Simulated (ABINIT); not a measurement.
## A GW chain in ABINIT: LiBH4 (F-43m)

Wanted: ground state, empty states, screening and self-energy for LiBH4 (F-43m).

Program: ABINIT 10.8.3. Level of theory: PBEsol and many-body steps on it, plane waves. Results are calculated unless marked as measured.

### Step 1. Starting point

It takes space group F-43m (No. 216, cubic). Conventional cell: a = 5.711 Å, b = 5.711 Å, c = 5.711 Å, α = 90.00°, β = 90.00°, γ = 90.00°. Nearest to Li lie 12 H at 2.37 Å. Nearest to B lie 4 H at 1.22 Å. Nearest to H lie 1 B at 1.22 Å. Farther neighbours are not listed.

The cell and positions are those that the Materials Project relaxed with its own functionals (PBE, PBE+U or r2SCAN), kept fixed.

### Step 2. Ground state

This step: ABINIT 10.8.3; DFT, PBEsol, plane waves, norm-conserving pseudopotentials.

The ground-state density comes first.

Input file run.abi:

```
acell 3*1.0 Angstrom
rprim 
  0.000000000000 2.855319000000 2.855319000000
  2.855319000000 0.000000000000 2.855319000000
  2.855319000000 2.855319000000 -0.000000000000
ntypat 3
znucl 3 5 1
natom 6
typat 1 2 3 3 3 3
xred 
  0.000000000000 0.000000000000 0.000000000000
  0.500000000000 0.500000000000 0.500000000000
  0.376786667500 0.376786667500 0.376786667500
  0.869639997500 0.376786667500 0.376786667500
  0.376786667500 0.376786667500 0.869639997500
  0.376786667500 0.869639997500 0.376786667500
pp_dirpath "pseudos"
pseudos "Li.upf, B.upf, H.upf"
ecut 34
ngkpt 6 6 6
nshiftk 1
shiftk 0 0 0
kptopt 1
chksymbreak 0
nband 12
occopt 1
tolvrs 1e-10
nstep 60
prtwf 0
optforces 0
optstress 0
indata_prefix "in"
outdata_prefix "out"
tmpdata_prefix "tmp"
```

Started as:

```sh
$ OMP_NUM_THREADS=1 mpirun -n 4 abinit run.abi > log
```

Numbers of over 12 decimals in the logs are rounded to 6 here.

What it wrote:

```text
.Version 10.8.3 of ABINIT. v10.8.2 released Aug 2026.

 Symmetries : space group F-4 3 m (#216); Bravais cF (face-center cubic)
================================================================================
 Values of the parameters that define the memory need of the present run
     intxc =       0    ionmov =       0      iscf =       7    lmnmax =       4
     lnmax =       4     mgfft =      45  mpssoang =       2    mqgrid =    3001
     natom =       6  nloc_mem =       1    nspden =       1   nspinor =       1
    nsppol =       1      nsym =      24    n1xccc =    2501    ntypat =       3
    occopt =       1   xclevel =       2
-    mband =          12        mffmem =           1         mkmem =           4
       mpw =        2993          nfft =       91125          nkpt =          16
================================================================================
  Rough estimation (10% accuracy) of disk space for files :
================================================================================

--------------------------------------------------------------------------------
------------- Echo of variables that govern the present computation ------------
--------------------------------------------------------------------------------
 -outvars: echo values of preprocessed input variables --------
            acell      1.8897261259E+00  1.8897261259E+00  1.8897261259E+00 Bohr

      chksymbreak           0
             ecut      3.40000000E+01 Hartree
-          fftalg         312

              ixc     -116133
              kpt      0.00000000E+00  0.00000000E+00  0.00000000E+00
                       1.66666667E-01  0.00000000E+00  0.00000000E+00
                       3.33333333E-01  0.00000000E+00  0.00000000E+00
                       5.00000000E-01  0.00000000E+00  0.00000000E+00
                       1.66666667E-01  1.66666667E-01  0.00000000E+00
                       3.33333333E-01  1.66666667E-01  0.00000000E+00
                       5.00000000E-01  1.66666667E-01  0.00000000E+00
                      -3.33333333E-01  1.66666667E-01  0.00000000E+00
                      -1.66666667E-01  1.66666667E-01  0.00000000E+00
   [... 5 further rows ...]
                      -3.33333333E-01  3.33333333E-01  1.66666667E-01
                      -3.33333333E-01  5.00000000E-01  1.66666667E-01
         kptrlatt        6    0    0      0    6    0      0    0    6
          kptrlen      4.57846344E+01
P           mkmem           4
            natom           6
            nband          12
            ngfft          45      45      45
             nkpt          16
            nstep          60
             nsym          24
           ntypat           3
              occ      2.000000  2.000000  2.000000  2.000000  2.000000  0.000000
                       0.000000  0.000000  0.000000  0.000000  0.000000  0.000000
        optforces           0
        optstress           0
            prtwf           0
            rprim      0.0000000000E+00  2.8553190000E+00  2.8553190000E+00
[...]
spgroup         216

           tolvrs      1.00000000E-10

             xred      0.0000000000E+00  0.0000000000E+00  0.0000000000E+00
[...]
znucl        3.00000    5.00000    1.00000

================================================================================

 chkinp: Checking input parameters for consistency.

================================================================================
== DATASET  1 ==================================================================
-   mpi_nproc: 4, omp_nthreads: 1 (-1 if OMP is not activated)

--- !DatasetInfo
iteration_state: {dtset: 1, }
dimensions: {natom: 6, nkpt: 16, mband: 12, nsppol: 1, nspinor: 1, nspden: 1, mpw: 2993, }
cutoff_energies: {ecut:  34.0, pawecutdg:  -1.0, }
electrons: {nelect:   1.00000000E+01, charge:   0.00000000E+00, occopt:   1.00000000E+00, tsmear:   1.00000000E-02, }

 Real(R)+Recip(G) space primitive vectors, cartesian coordinates (Bohr,Bohr^-1):
 R(1)=  0.0000000  5.3957709  5.3957709  G(1)= -0.0926652  0.0926652  0.0926652
 R(2)=  5.3957709  0.0000000  5.3957709  G(2)=  0.0926652 -0.0926652  0.0926652
 R(3)=  5.3957709  5.3957709  0.0000000  G(3)=  0.0926652  0.0926652 -0.0926652
 Unit cell volume ucvol=  3.1418866E+02 bohr^3
 Angles (23,13,12)=  6.00000000E+01  6.00000000E+01  6.00000000E+01 degrees

 getcut: wavevector=  0.0000  0.0000  0.0000  ngfft=  45  45  45
         ecut(hartree)=     34.000   => boxcut(ratio)=   2.19674

--- Pseudopotential description ------------------------------------------------
- Li Generated using ONCVPSP code by D. R. Hamann
-  3.00000   3.00000  180301                  znucl, zion, pspdat
12 -116133 1 -1 1944                          pspcod,pspxc,lmax,lloc,mmax
     nproj     2     2
  pspatm : epsatm=    2.60875052
         --- l  ekb(1:nproj) -->
[...]
pspatm: atomic psp has been read  and splines computed

- B Generated using ONCVPSP code by D. R. Hamann
-  5.00000   3.00000  180301                  znucl, zion, pspdat
12 -116133 1 -1 1534                          pspcod,pspxc,lmax,lloc,mmax
     nproj     2     2
  pspatm : epsatm=    3.20154509
         --- l  ekb(1:nproj) -->
[...]
pspatm: atomic psp has been read  and splines computed

- H Generated using ONCVPSP code by D. R. Hamann
-  1.00000   1.00000  180301                  znucl, zion, pspdat
12 -116133 1 -1 1180                          pspcod,pspxc,lmax,lloc,mmax
     nproj     2     1
  pspatm : epsatm=    0.35585368
         --- l  ekb(1:nproj) -->
[...]
1   -0.494138
 pspatm: atomic psp has been read  and splines computed

   7.23371032E+01                                ecore*ucvol(ha*bohr**3)
--------------------------------------------------------------------------------

_setup2: Arith. and geom. avg. npw (full set) are    2974.319    2974.292

================================================================================

--- !BeginCycle
iteration_state: {dtset: 1, }
solver: {iscf: 7, nstep: 60, nline: 4, wfoptalg: 0, }
tolerances: {tolvrs: 1.00E-10, }

     iter   Etot(hartree)      deltaE(h)  residm     vres2
 ETOT  1  -12.365769882513    -1.237E+01 4.902E-02 7.421E+02
 ETOT  2  -12.442883637619    -7.711E-02 1.416E-03 5.304E+01
 ETOT  3  -12.448443296157    -5.560E-03 8.526E-04 3.383E+00
 ETOT  4  -12.448597432417    -1.541E-04 2.574E-05 1.704E-01
 ETOT  5  -12.448605909441    -8.477E-06 1.218E-05 1.481E-02
 ETOT  6  -12.448606382352    -4.729E-07 4.667E-06 5.834E-04
 ETOT  7  -12.448606393809    -1.146E-08 1.264E-06 2.435E-05
 ETOT  8  -12.448606394395    -5.859E-10 1.475E-06 1.933E-07
 ETOT  9  -12.448606394408    -1.268E-11 3.999E-07 2.838E-09
 ETOT 10  -12.448606394408     1.794E-13 4.617E-07 2.300E-11

 At SCF step   10       vres2   =  2.30E-11 < tolvrs=  1.00E-10 =>converged.

--- !ResultsGS
iteration_state: {dtset: 1, }
comment   : Summary of ground state results
lattice_vectors:
- [  0.0000000,   5.3957709,   5.3957709, ]
- [  5.3957709,   0.0000000,   5.3957709, ]
- [  5.3957709,   5.3957709,  -0.0000000, ]
lattice_lengths: [   7.63077,    7.63077,    7.63077, ]
lattice_angles: [ 60.000,  60.000,  60.000, ] # degrees, (23, 13, 12)
lattice_volume:   3.1418866E+02
convergence: {deltae:  1.794E-13, res2:  2.300E-11, residm:  4.617E-07, diffor:  0.000E+00, }
etotal    :  -1.24486064E+01
entropy   :   0.00000000E+00
fermie    :  -7.08920318E-02
cartesian_stress_tensor: null
pressure_GPa: null
xred      :
- [  0.0000E+00,   0.0000E+00,   0.0000E+00, Li]
- [  5.0000E-01,   5.0000E-01,   5.0000E-01,  B]
- [  3.7679E-01,   3.7679E-01,   3.7679E-01,  H]
- [  8.6964E-01,   3.7679E-01,   3.7679E-01,  H]
- [  3.7679E-01,   3.7679E-01,   8.6964E-01,  H]
- [  3.7679E-01,   8.6964E-01,   3.7679E-01,  H]
cartesian_forces: null
force_length_stats: {min: null, max: null, mean: null, }

 Integrated electronic density in atomic spheres:
 ------------------------------------------------
 Atom  Sphere_radius  Integrated_density
[...]
================================================================================

 ----iterations are completed or convergence reached----

 Mean square residual over all n,k,spin=   24.081E-10; max=  46.170E-08
 reduced coordinates (array xred) for    6 atoms
[...]
0.500000000000      0.500000000000      0.500000000000
       0.376786667500      0.376786667500      0.376786667500
       0.869639997500      0.376786667500      0.376786667500
       0.376786667500      0.376786667500      0.869639997500
       0.376786667500      0.869639997500      0.376786667500
 rms dE/dt=  0.0000E+00; max dE/dt=  0.0000E+00; dE/dt below (all hartree)
    1       0.000000000000      0.000000000000      0.000000000000
    2       0.000000000000      0.000000000000      0.000000000000
    3       0.000000000000      0.000000000000      0.000000000000
    4       0.000000000000      0.000000000000      0.000000000000
    5       0.000000000000      0.000000000000      0.000000000000
    6       0.000000000000      0.000000000000      0.000000000000

 cartesian coordinates (angstrom) at end:
    1      0.000000     0.000000     0.000000
    2      2.855319     2.855319     2.855319
    3      2.151692     2.151692     2.151692
    4      2.151692     3.558946     3.558946
    5      3.558946     3.558946     2.151692
    6      3.558946     2.151692     3.558946
 length scales=  1.889726125908  1.889726125908  1.889726125908 bohr
              =  1.000000000000  1.000000000000  1.000000000000 angstroms
 prteigrs : about to open file out_EIG
 Fermi (or HOMO) energy (hartree) =  -0.07089   Average Vxc (hartree)=  -0.30004
 Eigenvalues (hartree) for nkpt=  16  k points:
 kpt#   1, nband= 12, wtk=  0.00463, kpt=  0.0000  0.0000  0.0000 (reduced coord)
  -1.67503   -0.35746   -0.07089   -0.07089   -0.07089    0.19439    0.25260    0.25260
   0.25260    0.32405    0.38658    0.38658
 prteigrs : prtvol=0 or 1, do not print more k-points.

--- !EnergyTerms
iteration_state     : {dtset: 1, }
comment             : Components of total free energy in Hartree
kinetic             :  9.47867966732239E+00
hartree             :  2.82203960605937E+00
xc                  : -4.25099606206456E+00
Ewald energy        : -6.29401107506731E+00
psp_core            :  2.30234609957626E-01
local_psp           : -9.58613257785256E+00
non_local_psp       : -4.84842056276273E+00
total_energy        : -1.24486063944078E+01
total_energy_eV     : -3.38743836822419E+02
band_energy         : -4.69295657458120E+00

== END DATASET(S) ==============================================================
================================================================================

 -outvars: echo values of variables after computation  --------
           etotal     -1.2448606394E+01
            nband          12
             nkpt          16
          spgroup         216
 [... the other variables as echoed above ...]

 Calculation completed.
```

Elapsed: 7.1 s, on 4 MPI ranks of Arm Neoverse V2, shared host; peak memory 0.32 GiB; 28 s of CPU time.

This step gave:

- total energy: -338.7438 eV
- gap: 5.992 eV
- k of the valence top: 0, 0, 0
- k of the conduction bottom: 0.5, 0, 0
- least direct gap: 6.297 eV

The gap is indirect, with the least direct gap 0.31 eV higher.

(Continued in part 2 of 3.)

[Paths, hosts, dates, memory and timing lines, banners, echoed tables and standing remarks are left out of the program output.]

[Logs are printed without paths, hosts, clocks, repeated set-up lines and the standing remarks that a program may print on its own settings, such as how far it seeks lower states.]

[Runs of the session that timed out or met a known fault of the program may be left out.]

[Hosts, paths, dates, database ids (printed as entryN), source tags and the programs' standing remarks are cut or masked in the printed files.]

[G0W0 gaps are taken among the corrected bands and points alone; a level outside them can change the order at an edge.]

[Where Ansatz stands beside ABINIT at settings called matched, ABINIT's density can come from a denser mesh and the files from another edition; pairs whose starting gaps differed by over 0.03 eV were left out, so agreement reads better than it is.]
